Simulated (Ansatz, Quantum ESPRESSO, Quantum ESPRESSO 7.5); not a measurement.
**Work function of relaxed Os(0001) under two functionals**

How much does the work function of Os(0001) depend on the functional?

Method: plane-wave DFT, PBE, GBRV ultrasoft pseudopotentials (geometry and cross-check by Ansatz 0.2.0 with PAW datasets; geometry under PBE), in Quantum ESPRESSO 7.5.

Experimental background.

For Os (polycrystalline sample, no single face), “Anisotropic work function of elemental crystals” (2019, arxiv:1902.07811) quotes earlier work: work function, loosely compared (polycrystalline sample, no single face) 4.84 eV.

### 1. Set-up

The cell holds 6 atoms: 6 Os. Cell: a = 2.740 Å, b = 2.740 Å, c = 26.816 Å, α = 90.0°, β = 90.0°, γ = 60.0°. It derives from Os. Vacuum lies along c.

### 2. Geometry from Ansatz of (0001)

A relaxation in Ansatz fixes the structure of this slab for the runs on it.

input.yaml

```yaml
crystal:
  lattice:
    - [2.74, 0.0, 0.0]
    - [1.37, 2.3729096064, 0.0]
    - [0.0, 0.0, 26.81615]
  atoms:
    - { symbol: Os, position: [0.6666666667, 0.6666666667, 0.2983276869] }
    - { symbol: Os, position: [0.0, 0.0, 0.3789966121] }
    - { symbol: Os, position: [0.6666666667, 0.6666666667, 0.4596655374] }
    - { symbol: Os, position: [0.0, 0.0, 0.5403344626] }
    - { symbol: Os, position: [0.6666666667, 0.6666666667, 0.6210033879] }
    - { symbol: Os, position: [0.0, 0.0, 0.7016723131] }
kpoints:
  mp_grid: { grid: [12, 12, 1] }
hamiltonian:
  xc: pbe
scf:
  occupations: { method: fermi_dirac, width: 0.1 }
  convergence: { dr2_threshold: 1.0e-08 }
efield:
  axis: 3
  dipole_correction: true
  ramp_position: 0.97
  ramp_width: 0.04
relax:
  f_tol: 0.01
  constraints: [{ sites: [2, 3] }]
output:
  write_potential: true
  write_density: true
  volumetric_format: npy
```

On the command line:

```console
$ ansatz run input.yaml --threads 2 --pin off --max-ram 4096MiB --backend cpu --events-out ev --progress --plain --runs-dir out
```

Numbers of over 12 decimals in the logs are rounded to 6 here.

What it wrote:

```text
Engine: ansatz 0.2.0, aarch64-unknown-linux-gnu
Pseudopotentials: kind: paw
Pseudopotential: Os, paw, valence charge 16, recommended cutoff 420 eV (normal), Os.paw.azcp
Functional definition: PBE
  parameter kappa = 0.804
  parameter beta = 0.066725
  exchange = pbe_x(kappa = kappa, mu = beta*pi^2/3)
  correlation = pbe_c(beta = beta)
Crystal: 6 atoms, lattice volume = 174.353 Å³
Basis set: ecut = 420 eV, 3419 PW (Γ), exchange–correlation on 40×40×360 points (8 copies of the dense FFT grid, shifted against one another)
Bands: 58, of which v1, the nominal top of the filled ones, is band 48 counted from 1 (47 counted from 0)
Symmetry: 6 space group operations
k-points: 19 of 144 (time reversal used)
Non-local potential: Os, projectors of the file, l = 0: 3, l = 1: 2, l = 2: 2, l = 3: 1
PAW form: soft (Blöchl's): semilocal exchange-correlation on the pseudo side does not see the compensation charge
PAW one-centre angular grid: Os, 590 points (default); XC on 64 Gauss nodes
Initial density: superposition of atomic densities (neutral atoms: chi_scale 0, normalization atom), corrected by the library's trained network
Initial wavefunctions: pseudopotential atomic-orbital guess
Functional: x = pbe(κ = 0.804, μ = 0.219515), c = pbe(β = 0.066725)
SCF iter   1: F=—  HF=-68304.884324 eV  |F-HF|=—  |Δ(HF+E_count)|=         —  Δρ=7.48e-3  dr2=4.75e-1  ethr=1.77e-3  p=-0.001 e·Å  D=-1.35e-3 V/Å  ΔV_dip=0.04 eV  dr2_dipole=9.57e-3  V_vac-E_F(+/−)=5.38/5.34 eV  ⟨swp⟩=8.3  Hψ=5292  notcnv=0
efield: sawtooth ramp at fractional position 0.9700 (set: `efield.ramp_position`, or a place that a band, a saddle search or an elastic batch's reference lends), width 0.0400; the density the first Hamiltonian is built on has a dipole p = -0.001 e·Å; the dipole correction subtracts the counter field D = -1.35e-3 V/Å, which shifts the + side's vacuum level by +0.04 eV against the − side's; the planar-averaged density in the ramp window peaks in size at 1.6e-4 e/Å³
preconditioner: auto → LDOS  [metal: Δε(μ)=0.100 eV  Ē_g=5.747 eV  σ=0.100 eV  W_gap=0.25  n_scr=20 (ndim 8)  ℏωp=19.5 eV  f_vac=0.462  D(μ)=4.76/eV (n_scr^D=18)  β→1.0]
SCF iter   2: F=—  HF=-68304.893690 eV  |F-HF|=—  |Δ(HF+E_count)|=   9.37e-3  Δρ=2.68e-3  dr2=2.74e-2  ethr=4.95e-4  p=-0.000 e·Å  D=-1.52e-4 V/Å  ΔV_dip=0.00 eV  dr2_dipole=1.54e-7  V_vac-E_F(+/−)=5.36/5.35 eV  ⟨swp⟩=2.4  Hψ=1676  notcnv=0
SCF iter   3: F=—  HF=-68304.889758 eV  |F-HF|=—  |Δ(HF+E_count)|=   3.93e-3  Δρ=1.22e-3  dr2=8.36e-3  ethr=2.86e-5  p=-0.000 e·Å  D=-9.46e-5 V/Å  ΔV_dip=0.00 eV  dr2_dipole=1.89e-6  V_vac-E_F(+/−)=5.39/5.39 eV  ⟨swp⟩=3.2  Hψ=2421  notcnv=0
SCF iter   4: F=—  HF=-68304.887994 eV  |F-HF|=—  |Δ(HF+E_count)|=   1.76e-3  Δρ=1.98e-4  dr2=1.14e-4  ethr=8.71e-6  p=-0.000 e·Å  D=-5.39e-5 V/Å  ΔV_dip=0.00 eV  dr2_dipole=3.86e-7  V_vac-E_F(+/−)=5.37/5.37 eV  ⟨swp⟩=2.1  Hψ=1599  notcnv=0
SCF iter   5: F=—  HF=-68304.887994 eV  |F-HF|=—  |Δ(HF+E_count)|=   3.54e-7  Δρ=8.11e-5  dr2=2.44e-5  ethr=1.19e-7  p=-0.000 e·Å  D=-3.28e-5 V/Å  ΔV_dip=0.00 eV  dr2_dipole=7.43e-10  V_vac-E_F(+/−)=5.37/5.37 eV  ⟨swp⟩=3.1  Hψ=2316  notcnv=0
SCF iter   6: F=—  HF=-68304.888009 eV  |F-HF|=—  |Δ(HF+E_count)|=   1.52e-5  Δρ=2.86e-5  dr2=4.85e-6  ethr=2.54e-8  p=-0.000 e·Å  D=-1.68e-5 V/Å  ΔV_dip=0.00 eV  dr2_dipole=1.73e-8  V_vac-E_F(+/−)=5.37/5.37 eV  ⟨swp⟩=2.5  Hψ=1661  notcnv=0
SCF iter   7: F=—  HF=-68304.888033 eV  |F-HF|=—  |Δ(HF+E_count)|=   2.33e-5  Δρ=1.07e-5  dr2=5.53e-7  ethr=5.05e-9  p=-0.000 e·Å  D=-7.12e-6 V/Å  ΔV_dip=0.00 eV  dr2_dipole=1.09e-8  V_vac-E_F(+/−)=5.36/5.36 eV  ⟨swp⟩=2.8  Hψ=1738  notcnv=0
SCF iter   8: F=—  HF=-68304.888033 eV  |F-HF|=—  |Δ(HF+E_count)|=   2.33e-7  Δρ=3.94e-6  dr2=3.29e-8  ethr=5.76e-10  p=-0.000 e·Å  D=-3.83e-6 V/Å  ΔV_dip=0.00 eV  dr2_dipole=5.34e-10  V_vac-E_F(+/−)=5.36/5.36 eV  ⟨swp⟩=2.8  Hψ=1729  notcnv=0
SCF iter   9: F=-68304.888033 eV  HF=-68304.888033 eV  |F-HF|=1.95e-9  |Δ(HF+E_count)|=   2.22e-8  Δρ=1.04e-6  dr2=3.88e-9  ethr=1.04e-11  p=-0.000 e·Å  D=-1.49e-6 V/Å  ΔV_dip=0.00 eV  dr2_dipole=8.17e-11  V_vac-E_F(+/−)=5.36/5.36 eV  ⟨swp⟩=11.1  Hψ=8234  notcnv=0
SCF 1 converged in 9 iterations: F = -68304.888033 eV  dr2 = 3.88e-9
  greatest PAW one-centre occupation: 1.000 electrons in one spin orbital (limit 2), on the Os atom at site 1 (counted from 0), in its partial waves of l = 0
relax step   1: F+E_penalty+E_count = -68304.88803276 eV  Δ(F+E_penalty+E_count) = +0.000e0 eV  max|allowed force component| = 9.245e-1 eV/Å  Δτ_max = 0.0000 Å  (9 SCF iters, accepted)
Initial density: handed on by an earlier stage of this run
Initial wavefunctions: those handed on with the density
iter 1 solved again at ethr=9.17e-4 eV; its pass at ethr=3.10e-3 eV (dr2=8.81e-1 eV) is discarded
SCF iter   1: F=—  HF=-68304.853574 eV  |F-HF|=—  |Δ(HF+E_count)|=         —  Δρ=9.06e-3  dr2=8.26e-1  ethr=9.17e-4  p=0.000 e·Å  D=5.53e-6 V/Å  ΔV_dip=-0.00 eV  dr2_dipole=1.60e-7  V_vac-E_F(+/−)=5.32/5.32 eV  ⟨swp⟩=2.0  Hψ=4093  notcnv=0
efield: sawtooth ramp at fractional position 0.9700 (set: `efield.ramp_position`, or a place that a band, a saddle search or an elastic batch's reference lends), width 0.0400; the density the first Hamiltonian is built on has a dipole p = 0.000 e·Å; the dipole correction subtracts the counter field D = 5.53e-6 V/Å, which shifts the + side's vacuum level by -0.00 eV against the − side's; the planar-averaged density in the ramp window peaks in size at 4.5e-6 e/Å³
preconditioner: auto → LDOS  [metal: Δε(μ)=0.020 eV  Ē_g=5.937 eV  σ=0.100 eV  W_gap=0.05  n_scr=20 (ndim 8)  ℏωp=19.5 eV  f_vac=0.472  D(μ)=4.70/eV (n_scr^D=18)  β→1.0]
SCF iter   2: F=—  HF=-68304.866022 eV  |F-HF|=—  |Δ(HF+E_count)|=   1.24e-2  Δρ=6.89e-3  dr2=2.70e-1  ethr=8.60e-4  p=0.000 e·Å  D=1.31e-4 V/Å  ΔV_dip=-0.00 eV  dr2_dipole=1.24e-5  V_vac-E_F(+/−)=5.19/5.19 eV  ⟨swp⟩=2.9  Hψ=1919  notcnv=0
SCF iter   3: F=—  HF=-68304.804341 eV  |F-HF|=—  |Δ(HF+E_count)|=   6.17e-2  Δρ=1.10e-3  dr2=5.43e-3  ethr=2.81e-4  p=0.000 e·Å  D=2.26e-5 V/Å  ΔV_dip=-0.00 eV  dr2_dipole=1.28e-8  V_vac-E_F(+/−)=5.25/5.25 eV  ⟨swp⟩=2.7  Hψ=2022  notcnv=0
SCF iter   4: F=—  HF=-68304.803670 eV  |F-HF|=—  |Δ(HF+E_count)|=   6.71e-4  Δρ=5.16e-4  dr2=1.04e-3  ethr=5.66e-6  p=-0.000 e·Å  D=-9.63e-6 V/Å  ΔV_dip=0.00 eV  dr2_dipole=4.74e-7  V_vac-E_F(+/−)=5.25/5.25 eV  ⟨swp⟩=3.1  Hψ=2059  notcnv=0
[...]
SCF iter   5: F=—  HF=-68304.944457 eV  |F-HF|=—  |Δ(HF+E_count)|=   1.54e-5  Δρ=1.39e-4  dr2=3.56e-5  ethr=2.40e-7  p=0.000 e·Å  D=3.48e-6 V/Å  ΔV_dip=-0.00 eV  dr2_dipole=7.17e-8  V_vac-E_F(+/−)=5.32/5.32 eV  ⟨swp⟩=2.8  Hψ=1944  notcnv=0
SCF iter   6: F=—  HF=-68304.944474 eV  |F-HF|=—  |Δ(HF+E_count)|=   1.67e-5  Δρ=5.43e-5  dr2=8.11e-6  ethr=3.71e-8  p=0.000 e·Å  D=1.96e-6 V/Å  ΔV_dip=-0.00 eV  dr2_dipole=1.72e-9  V_vac-E_F(+/−)=5.31/5.31 eV  ⟨swp⟩=2.6  Hψ=1798  notcnv=0
SCF iter   7: F=—  HF=-68304.944487 eV  |F-HF|=—  |Δ(HF+E_count)|=   1.34e-5  Δρ=1.41e-5  dr2=2.67e-7  ethr=8.44e-9  p=-0.000 e·Å  D=-1.21e-6 V/Å  ΔV_dip=0.00 eV  dr2_dipole=3.55e-9  V_vac-E_F(+/−)=5.31/5.31 eV  ⟨swp⟩=2.6  Hψ=1605  notcnv=0
SCF iter   8: F=—  HF=-68304.944488 eV  |F-HF|=—  |Δ(HF+E_count)|=   5.19e-7  Δρ=3.23e-6  dr2=2.69e-8  ethr=2.78e-10  p=-0.000 e·Å  D=-3.91e-7 V/Å  ΔV_dip=0.00 eV  dr2_dipole=2.42e-10  V_vac-E_F(+/−)=5.31/5.31 eV  ⟨swp⟩=3.4  Hψ=2381  notcnv=0
SCF iter   9: F=-68304.944488 eV  HF=-68304.944488 eV  |F-HF|=7.77e-9  |Δ(HF+E_count)|=   2.90e-8  Δρ=1.21e-6  dr2=4.69e-9  ethr=1.04e-11  p=-0.000 e·Å  D=-2.07e-6 V/Å  ΔV_dip=0.00 eV  dr2_dipole=1.01e-10  V_vac-E_F(+/−)=5.31/5.31 eV  ⟨swp⟩=11.2  Hψ=8359  notcnv=0
SCF 3 converged in 9 iterations: F = -68304.944488 eV  dr2 = 4.69e-9
  greatest PAW one-centre occupation: 1.000 electrons in one spin orbital (limit 2), on the Os atom at site 4 (counted from 0), in its partial waves of l = 0
relax step   3: F+E_penalty+E_count = -68304.94448773 eV  Δ(F+E_penalty+E_count) = -5.645e-2 eV  max|allowed force component| = 1.452e-1 eV/Å  Δτ_max = 0.0537 Å  (9 SCF iters, accepted)
SCF iter   1: F=—  HF=-68304.945956 eV  |F-HF|=—  |Δ(HF+E_count)|=         —  Δρ=5.32e-4  dr2=2.86e-3  ethr=3.86e-5  p=-0.000 e·Å  D=-2.43e-6 V/Å  ΔV_dip=0.00 eV  dr2_dipole=1.09e-9  V_vac-E_F(+/−)=5.32/5.32 eV  ⟨swp⟩=2.1  Hψ=1906  notcnv=0
efield: sawtooth ramp at fractional position 0.9700 (set: `efield.ramp_position`, or a place that a band, a saddle search or an elastic batch's reference lends), width 0.0400; the density the first Hamiltonian is built on has a dipole p = -0.000 e·Å; the dipole correction subtracts the counter field D = -2.43e-6 V/Å, which shifts the + side's vacuum level by +0.00 eV against the − side's; the planar-averaged density in the ramp window peaks in size at 7.8e-6 e/Å³
preconditioner: auto → LDOS  [metal: Δε(μ)=0.105 eV  Ē_g=5.791 eV  σ=0.100 eV  W_gap=0.26  n_scr=20 (ndim 8)  ℏωp=19.5 eV  f_vac=0.465  D(μ)=4.47/eV (n_scr^D=18)  β→1.0]
SCF iter   2: F=—  HF=-68304.945977 eV  |F-HF|=—  |Δ(HF+E_count)|=   2.06e-5  Δρ=4.31e-4  dr2=1.09e-3  ethr=2.98e-6  p=-0.000 e·Å  D=-4.55e-6 V/Å  ΔV_dip=0.00 eV  dr2_dipole=1.70e-7  V_vac-E_F(+/−)=5.33/5.33 eV  ⟨swp⟩=2.3  Hψ=1778  notcnv=0
SCF iter   3: F=—  HF=-68304.945737 eV  |F-HF|=—  |Δ(HF+E_count)|=   2.40e-4  Δρ=7.83e-5  dr2=2.14e-5  ethr=1.13e-6  p=0.000 e·Å  D=8.19e-8 V/Å  ΔV_dip=-0.00 eV  dr2_dipole=2.12e-8  V_vac-E_F(+/−)=5.32/5.32 eV  ⟨swp⟩=3.1  Hψ=2019  notcnv=0
SCF iter   4: F=—  HF=-68304.945728 eV  |F-HF|=—  |Δ(HF+E_count)|=   8.67e-6  Δρ=2.81e-5  dr2=2.45e-6  ethr=2.23e-8  p=-0.000 e·Å  D=-1.68e-6 V/Å  ΔV_dip=0.00 eV  dr2_dipole=1.86e-9  V_vac-E_F(+/−)=5.32/5.32 eV  ⟨swp⟩=2.4  Hψ=2039  notcnv=0
SCF iter   5: F=—  HF=-68304.945750 eV  |F-HF|=—  |Δ(HF+E_count)|=   2.16e-5  Δρ=1.38e-5  dr2=3.13e-7  ethr=2.55e-9  p=-0.000 e·Å  D=-1.61e-6 V/Å  ΔV_dip=0.00 eV  dr2_dipole=1.39e-10  V_vac-E_F(+/−)=5.32/5.32 eV  ⟨swp⟩=2.9  Hψ=1995  notcnv=0
SCF iter   6: F=—  HF=-68304.945750 eV  |F-HF|=—  |Δ(HF+E_count)|=   4.10e-7  Δρ=5.12e-6  dr2=7.22e-8  ethr=3.26e-10  p=-0.000 e·Å  D=-1.57e-6 V/Å  ΔV_dip=0.00 eV  dr2_dipole=1.96e-11  V_vac-E_F(+/−)=5.32/5.32 eV  ⟨swp⟩=3.1  Hψ=2265  notcnv=0
SCF iter   7: F=-68304.945750 eV  HF=-68304.945750 eV  |F-HF|=8.64e-9  |Δ(HF+E_count)|=   2.18e-8  Δρ=1.89e-6  dr2=9.31e-9  ethr=1.04e-11  p=-0.000 e·Å  D=-2.03e-6 V/Å  ΔV_dip=0.00 eV  dr2_dipole=2.10e-13  V_vac-E_F(+/−)=5.32/5.32 eV  ⟨swp⟩=9.1  Hψ=8632  notcnv=0
SCF 4 converged in 7 iterations: F = -68304.945750 eV  dr2 = 9.31e-9
relax step   4: F+E_penalty+E_count = -68304.94574995 eV  Δ(F+E_penalty+E_count) = -1.262e-3 eV  max|allowed force component| = 6.585e-3 eV/Å  Δτ_max = 0.0076 Å  (7 SCF iters, accepted)
NSCF: frozen V_eff on 19 k-points
the band table was solved once a step of the walk had ended and its energy, with any forces and stress, was formed, with the checks that follow a solve (4764 applications of the Hamiltonian). They found nothing against the state; the energy, forces and stress were not computed again (output.eigenvalues in the input reference)
WARN: The output density's exchange-correlation potential varies sharply where the density is thin. Do not read a vacuum level from v_tot or v_xc, or from such a field of the output density. On a cell that repeats whose density bears no net charge and no dipole along the vacuum's axis use v_es (v_loc + v_h of the components); under efield.dipole_correction with no amplitude use v_es + v_field, which holds any externa [...]
SCF converged after 7 iterations
Free energy (F): -68304.945750 eV
Harris-Foulkes:  -68304.945750 eV  (|F-HF|=8.64e-9)
Internal energy: -68304.795059 eV  (E = F + TS)
E sigma→0 (E₀):  -68304.870405 eV
Entropy (-TS):   -0.150691 eV (-25.115 meV/atom)
Fermi energy:    9.827857 eV
Dipole field:    D = -0.000001 V/Å  (p = -0.000001 e·Å, saw-weighted, corrected)
Work function:   Φ+ = 5.3214 eV   Φ− = 5.3213 eV
Levels:          The Fermi level and band energies are counted from a zero that moves with the ramp; work functions are not
--- Per-component energies (eV) ---
  E_band       = -1932.296385
  E_kinetic    = 3367.769928
  E_local      = -161077.438917  (includes V_loc(G=0)·N_el)
  E_nonlocal   = -11.451002
  E_hartree    = 79372.897758
  E_xc         = -1597.546818
  E_vxc        = -1700.624182  (∫ρ·V_xc dr)
  E_paw        = -54070.365269  (= ΣΔE_a)
  E_vpaw       = -1256.362219  (= ΣTr[D̂ρ^β])
  E_aug_tail   = -0.000497  (compensation charges beyond the density's cutoff)
  E_efield     = 0.000000  (sawtooth field / dipole correction)
  E_vefield    = 0.000035  (∫n·V_field dr)
  E_ewald      = 65711.339759
  E_smearing   = -0.150691  (= −TS)
  E_closure    = 0.000000  (closes the sum)
  Σ components = -68304.945750   (vs F -68304.945750, Δ=0.00e0)
--- Forces (eV/Å), atoms counted from 1 ---
  atom   1  Os     0.00000000     0.00000000     0.00658465
  atom   2  Os    -0.00000000    -0.00000000    -0.00302121
  atom   3  Os    -0.00000000     0.00000000    -0.58952521
  atom   4  Os     0.00000000    -0.00000000     0.58952629
  atom   5  Os     0.00000000     0.00000000     0.00297475
  atom   6  Os    -0.00000000    -0.00000000    -0.00654096
  max |Σ_I F_I| component: 1.69e-6 eV/Å
--- Band table (eV; the first three rows and the last of 19) ---
  k-point 0: bands = [... 44 lower, 7.5339, 7.5339, 7.9563, 8.6669, 8.6669, 9.4224, 9.4224, 9.6256, ... 6 higher]
  k-point 1: bands = [... 44 lower, 7.6055, 7.7323, 7.9782, 8.4758, 8.5826, 9.0255, 9.2899, 9.3472, ... 6 higher]
  k-point 2: bands = [... 44 lower, 7.7277, 7.9780, 8.0731, 8.3048, 8.4738, 8.7684, 9.1065, 9.3385, ... 6 higher]
  k-point 18: bands = [... 44 lower, 8.3587, 8.9563, 10.1388, 10.7959, 10.7959, 11.2952, 11.3356, 11.3356, ... 6 higher]
--- Relaxed structure (4 steps of the walk, 3 accepted, 0 SCFs on fresh bases) ---
  F+E_penalty+E_count = -68304.94574995 eV   max|allowed force component| = 6.585e-3 eV/Å
  atoms:
    - { symbol: Os, position: [0.666667, 0.666667, 0.300048] }
    - { symbol: Os, position: [0, 0, 0.378287] }
    - { symbol: Os, position: [0.666667, 0.666667, 0.459666] }
    - { symbol: Os, position: [0.0, 0.0, 0.540334] }
    - { symbol: Os, position: [0.666667, 0.666667, 0.621713] }
    - { symbol: Os, position: [0, 0, 0.699952] }
```

It took 36 s on 2 threads of Arm Neoverse V2, shared host; peak memory 0.49 GiB; 71 s of CPU time.

The steps of the relaxation:

```csv
step,energy less that of the first step (eV),largest force component (eV/Å)
1,0.0000,0.9245
2,0.0844,1.6071
3,-0.0565,0.1452
4,-0.0577,0.0066
```

Relaxation step 2 was tried and not accepted.

The atoms that moved most (Å):

```csv
atom,dx,dy,dz,length
Os6,0.000,0.000,-0.046,0.046
Os1,0.000,0.000,0.046,0.046
Os5,0.000,0.000,0.019,0.019
Os2,0.000,0.000,-0.019,0.019
```

The relaxed structure:

```xyz
6
Lattice="2.7400 0.0000 0.0000 1.3700 2.3729 0.0000 0.0000 0.0000 26.8162" Properties=species:S:1:pos:R:3
Os    2.7400    1.5819    8.0461
Os    0.0000    0.0000   10.1442
Os    2.7400    1.5819   12.3265
Os    0.0000    0.0000   14.4897
Os    2.7400    1.5819   16.6720
Os    0.0000    0.0000   18.7700
```

The relaxation lowers the energy by 10 meV an atom. Held were the atoms numbered 3 and 4; the forces quoted are those on the free ones.

Numbers from this step:

| Item | Value |
| --- | --- |
| free energy | -68304.9457 eV |
| energy at zero smearing | -68304.8704 eV |
| smearing term TS | 0.1507 eV |
| Fermi energy | 9.828 eV |
| symmetry operations | 6 |
| work function of the upper face | 5.321 eV |
| work function of the lower face | 5.321 eV |
| dipole along the normal | -1.32e-6 e·Å |

[end of part 1 of 3]

[Logs are printed without paths, hosts, clocks, repeated set-up lines and the standing remarks that a program may print on its own settings, such as how far it seeks lower states.]

[Hosts, paths, dates, database ids (printed as entryN), source tags and the programs' standing remarks are cut or masked in the printed files.]

[Maps of the electrostatic potential energy from Ansatz leave out the sawtooth potential of an applied field or a dipole correction, so their vacuum need not be flat; planar profiles and work functions include it.]
